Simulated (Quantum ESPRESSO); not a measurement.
Computed results, one entry a study.

```cif
data_alfe
_symmetry_space_group_name_H-M 'Pm-3m'
_symmetry_Int_Tables_number 221
_cell_length_a 2.9100
_cell_length_b 2.9100
_cell_length_c 2.9100
_cell_angle_alpha 90.000
_cell_angle_beta 90.000
_cell_angle_gamma 90.000
_cell_volume 24.64
loop_
_atom_site_label
_atom_site_type_symbol
_atom_site_symmetry_multiplicity
_atom_site_Wyckoff_symbol
_atom_site_fract_x
_atom_site_fract_y
_atom_site_fract_z
_atom_site_occupancy
Al1 Al 1 a 0.00000 0.00000 0.00000 1
Fe1 Fe 1 b 0.50000 0.50000 0.50000 1
_calc_subject 'AlFe: energy against a fixed spin moment'
_calc_method 'LDA; plane waves with GBRV 1.5 LDA potentials, no spin-orbit coupling (and 1 further level or step)'
_calc_program 'Quantum ESPRESSO 7.5'
_calc_settings_of_one_run 'GBRV 1.5 LDA, potential files Fe: fe_lda_v1.5.uspp.F.UPF, Al: al_lda_v1.uspp.F.UPF, cutoff 544.23 eV, 10×10×10 k-mesh, 17 bands, fermi-dirac occupations, smearing width 0.05 eV, collinear spin, SCF threshold 4.00e-9, starting moments 0 2.8 μB'
_calc_cost '8 runs, 1.7 min in all on 2 MPI ranks of Arm Neoverse V1, shared host (the runs of this entry)'
_calc_notes 'The run is spin-polarised, with a total moment of 0.74 μB a cell (absolute 0.85). The cell holds one seeded atom, so opposed orders, which may lie lower, cannot form in it.'
_calc_moment_of_the_free_run '0.74 μB a cell'
_calc_energy_at_zero_total_moment '28.2 meV a cell over the lowest'
_calc_delta_e_delta_m2_from_the_lowest_point_to_0p90_and_to_0p45_mu_b '493 and 162 meV/μB²'
```

[Logs and program files are shortened in this print: banners, set-up blocks, solver, clock and traceback lines can be left out without a mark of their own.]

[Logs are printed without paths, hosts, clocks, repeated set-up lines and the standing remarks that a program may print on its own settings, such as how far it seeks lower states.]

[Hosts, paths, dates, database ids (printed as entryN), source tags and the programs' standing remarks are cut or masked in the printed files.]

[Where a cell is said to come from a database of computed structures, the database is the Materials Project.]
